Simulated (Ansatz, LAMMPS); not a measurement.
# Liquid 70B2O3-30CaO (mol %) at 1860 K (299 atoms): a single point, part 2 of 2

Aim: energy, forces, charges and density of states of liquid 70B2O3-30CaO (mol %) at 1860 K (299 atoms) at a fixed geometry.

Ansatz 0.2.0; Kohn-Sham DFT, r2SCAN, PAW (set soft_2), plane waves.

The cell: 102 B, 22 Ca and 175 O. The starting topology of bonds comes from the classical model. Only the Γ point is sampled, in a cell whose shortest periodic width is 15 Å.

So far. Step 3 (Plane-wave single point): Mean Löwdin charges: B +0.66, Ca +1.82, O -0.53 e (they miss 0.97 % of the electrons, so they add up to more than the cell's charge). The largest share in the top eV of filled states is O p (96 % of the projected weight), and in the lowest eV of empty states B p (53 % of the projected weight).

### 4. Distances and neighbours

Bonds and neighbours are counted at the geometry of the runs.

Density 2.26 g/cm³, 11.78 Å³ an atom.

g(r), total and by pair (bins of 0.2 Å):

| r (Å) | total | O-O | O-B | O-Ca | B-B | B-Ca | Ca-Ca |
| --- | --- | --- | --- | --- | --- | --- | --- |
| 1.20 | 0.06 | 0.00 | 0.14 | 0.00 | 0.00 | 0.00 | 0.00 |
| 1.40 | 4.38 | 0.00 | 11.00 | 0.00 | 0.00 | 0.00 | 0.00 |
| 1.60 | 0.46 | 0.00 | 1.15 | 0.00 | 0.00 | 0.00 | 0.00 |
| 1.80 | 0.06 | 0.00 | 0.15 | 0.00 | 0.00 | 0.00 | 0.00 |
| 2.00 | 0.03 | 0.00 | 0.08 | 0.00 | 0.00 | 0.00 | 0.00 |
| 2.20 | 0.32 | 0.45 | 0.06 | 1.62 | 0.00 | 0.00 | 0.00 |
| 2.40 | 1.60 | 3.76 | 0.10 | 2.65 | 0.27 | 0.32 | 0.00 |
| 2.60 | 1.00 | 1.45 | 0.21 | 1.72 | 1.79 | 1.27 | 0.00 |
| 2.80 | 0.88 | 0.76 | 0.28 | 1.26 | 2.92 | 1.35 | 0.00 |
| 3.00 | 0.64 | 0.60 | 0.48 | 0.81 | 0.60 | 2.00 | 0.00 |
| 3.20 | 0.82 | 0.71 | 0.83 | 0.88 | 0.60 | 1.95 | 0.00 |
| 3.40 | 1.18 | 0.85 | 1.54 | 1.13 | 0.66 | 2.00 | 0.99 |
| 3.60 | 1.23 | 0.76 | 1.87 | 0.81 | 0.79 | 1.21 | 1.77 |
| 3.80 | 1.21 | 0.87 | 1.71 | 0.85 | 0.83 | 1.12 | 0.79 |
| 4.00 | 0.95 | 0.93 | 1.03 | 0.84 | 0.86 | 0.87 | 1.08 |
| 4.20 | 1.00 | 0.99 | 0.92 | 1.28 | 1.29 | 0.64 | 0.66 |
| 4.40 | 1.11 | 1.29 | 0.91 | 1.46 | 1.13 | 0.77 | 2.68 |
| 4.60 | 1.04 | 1.33 | 0.78 | 0.99 | 1.34 | 0.68 | 1.07 |
| 4.80 | 1.04 | 1.26 | 0.86 | 0.92 | 1.32 | 0.57 | 0.26 |
| 5.00 | 0.93 | 0.99 | 0.84 | 0.84 | 1.12 | 0.90 | 1.16 |
| 5.20 | 0.91 | 0.85 | 0.95 | 0.82 | 0.98 | 0.99 | 0.64 |
| 5.40 | 0.95 | 0.94 | 0.99 | 0.82 | 0.93 | 0.91 | 1.20 |
| 5.60 | 1.06 | 0.98 | 1.21 | 0.71 | 0.79 | 1.50 | 1.12 |
| 5.80 | 0.91 | 0.81 | 1.06 | 0.99 | 0.67 | 0.80 | 0.86 |
| 6.00 | 1.04 | 0.98 | 1.16 | 0.98 | 0.93 | 0.83 | 2.08 |
| 6.20 | 1.00 | 0.94 | 1.04 | 1.04 | 0.99 | 0.94 | 1.35 |
| 6.40 | 0.97 | 1.02 | 0.87 | 1.16 | 1.00 | 0.95 | 1.12 |
| 6.60 | 1.02 | 1.07 | 0.94 | 1.12 | 1.14 | 1.10 | 0.26 |

Bonds by pair of elements; cutoffs follow the first minimum of g(r), held within bounds set by covalent radii, and pairs that aren't listed don't count as bonded:

| pair A-B | cutoff (Å) | bonds | mean length (Å) | spread (Å) | shortest (Å) | B about A | A about B |
| --- | --- | --- | --- | --- | --- | --- | --- |
| O-B | 1.83 | 323 | 1.44 | 0.079 | 1.28 | 1.85 | 3.17 |
| O-Ca | 3.08 | 141 | 2.57 | 0.246 | 2.12 | 0.806 | 6.41 |

How many atoms have how many bonded neighbours:

| element | mean | 1 | 2 | 3 | 4 | 5 | 6 | 7 | 8 |
| --- | --- | --- | --- | --- | --- | --- | --- | --- | --- |
| B | 3.17 | 0 | 0 | 85 | 17 | 0 | 0 | 0 | 0 |
| Ca | 6.41 | 0 | 0 | 0 | 2 | 3 | 6 | 6 | 5 |
| O | 2.65 | 2 | 72 | 86 | 15 | 0 | 0 | 0 | 0 |

Bond angles (no mean is given where the spread exceeds 20°):

| angle | count | mean (°) | spread (°) |
| --- | --- | --- | --- |
| O-Ca-O | 398 | - | - |
| O-B-O | 357 | 116 | 8.4 |
| B-O-Ca | 236 | - | - |
| B-O-B | 148 | 148 | 13.2 |
| Ca-O-Ca | 36 | - | - |

Oxygen atoms by the number of network formers (Si, P, Ge, B, Al, As, Ga) bound to them:

| network formers bound to O | O atoms | per cent |
| --- | --- | --- |
| 0 | 0 | 0 |
| 1 | 27 | 15.4 |
| 2 | 148 | 84.6 |

Network units: each former by its oxygen neighbours and how many of them bridge to another former:

| former | O neighbours | bridging O | atoms |
| --- | --- | --- | --- |
| B | 3 | 2 | 26 |
| B | 3 | 3 | 59 |
| B | 4 | 3 | 1 |
| B | 4 | 4 | 16 |

Bond length by coordination (bonds to H left out):

| element | coordination | atoms | mean bond length (Å) |
| --- | --- | --- | --- |
| B | 3 | 85 | 1.42 |
| B | 4 | 17 | 1.51 |
| Ca | 4 | 2 | 2.51 |
| Ca | 5 | 3 | 2.48 |
| Ca | 6 | 6 | 2.58 |
| Ca | 7 | 6 | 2.56 |
| Ca | 8 | 5 | 2.61 |
| O | 1 | 2 | 1.39 |
| O | 2 | 72 | 1.48 |
| O | 3 | 86 | 1.88 |
| O | 4 | 15 | 2.08 |

Rings of the network by King's shortest-path rule, up to 12 atoms, one path for each pair of neighbours; H, halogens, alkali and alkaline-earth atoms are left out, and the last column divides by all other atoms, bonded or not:

| ring size (atoms) | rings | per network atom |
| --- | --- | --- |
| 10 | 5 | 0.018 |
| 12 | 6 | 0.022 |

First main peaks of g(r), for some of the pairs, lie near 2.4 Å (O-O), 1.4 Å (O-B), 2.4 Å (O-Ca), 2.7 Å (B-B) and 3.6 Å (Ca-Ca). Counting bonds as in the table, 83 % of B atoms have 3, 27 % of Ca atoms have 6 and as many 7 and 49 % of O atoms have 3 bonded neighbours. 85 % of the oxygens bridge two formers (B) and 15 % are non-bridging. The commonest B unit has 3 oxygens, 3 of them shared with other formers (59 of 102 atoms). Rings of 12 atoms are the most common (55 % of those counted); sizes run from 10 to 12, where the search stops.

Local excerpt of 13 atoms (numbers count through the whole input) about O294, which has 4 bonded neighbours where the commonest count for O is 3; x, y, z are measured from there.

| atom | x | y | z | distance (Å) | bonds | Löwdin charge (e) | Fx | Fy | Fz (eV/Å) |
| --- | --- | --- | --- | --- | --- | --- | --- | --- | --- |
| O294 | 0.00 | 0.00 | 0.00 | 0.00 | 4 | -0.89 | 2.02 | 0.15 | -1.58 |
| B53 | 1.42 | 0.28 | -0.06 | 1.45 | 3 | 0.59 | -1.01 | -1.78 | 4.04 |
| O218 | 1.84 | 0.55 | 1.26 | 2.30 | 3 | -0.45 | -0.23 | 0.30 | 0.81 |
| Ca112 | -0.37 | 2.01 | -1.08 | 2.31 | 8 | 1.83 | -0.63 | 1.03 | -0.90 |
| Ca107 | -0.78 | -0.42 | 2.19 | 2.37 | 7 | 1.81 | 0.91 | -0.55 | -0.89 |
| O129 | 2.13 | 0.62 | -1.16 | 2.50 | 3 | -0.40 | 0.02 | 0.56 | -0.65 |
| Ca117 | 0.34 | -2.37 | -0.96 | 2.58 | 7 | 1.79 | -0.01 | 0.19 | 0.26 |
| O141 | 2.30 | -1.68 | 0.33 | 2.87 | 3 | -0.75 | 1.51 | -1.19 | -0.85 |
| O215 | 0.23 | 3.00 | 1.63 | 3.42 | 3 | -0.49 | -0.34 | 1.28 | -1.94 |
| O201 | -1.39 | 1.77 | 2.59 | 3.43 | 3 | -0.54 | -0.41 | -0.76 | 2.26 |
| O168 | 0.30 | -0.78 | -3.33 | 3.43 | 4 | -0.58 | -0.84 | 0.98 | 2.13 |
| B87 | -1.18 | 2.84 | 1.63 | 3.48 | 3 | 0.66 | 0.23 | 1.68 | 1.82 |
| O151 | -2.04 | 2.84 | 0.49 | 3.53 | 3 | -0.48 | 0.87 | -1.25 | 0.93 |

The column of bonds counts only the pairs O-B within 1.83 Å, O-Ca within 3.08 Å; other neighbours, such as metal atoms beside each other in a compound, aren't counted, and periodic images can show an atom twice.

### 5. Results

| Quantity | Value |
| --- | --- |
| free energy per atom | -521.0327 eV/atom |
| pressure | -11.78 GPa |
| r.m.s. force component | 1.728 eV/Å |
| gap (highest filled to lowest empty level) | 1.719 eV |
| wall time of the 1 DFT run | 4.2 min |

What this shows: The highest filled and lowest empty levels differ by 1.72 eV (at Γ alone); a semilocal functional tends to put such gaps too low. In a disordered cell it changes from sample to sample and from frame to frame. Counting bonds as in the table, 83 % of B atoms have 3, 27 % of Ca atoms have 6 and as many 7 and 49 % of O atoms have 3 bonded neighbours. 85 % of the oxygens bridge two formers (B) and 15 % are non-bridging.

Caveats: The force components of 1.7 eV/Å r.m.s. hold both thermal displacement and the mismatch between the potential that made the cell and DFT. The classical run held zero pressure, yet DFT finds -12 GPa in this frame, which points to a density or bond lengths far off those of this functional.

[Hosts, paths, dates, database ids (printed as entryN), source tags and the programs' standing remarks are cut or masked in the printed files.]
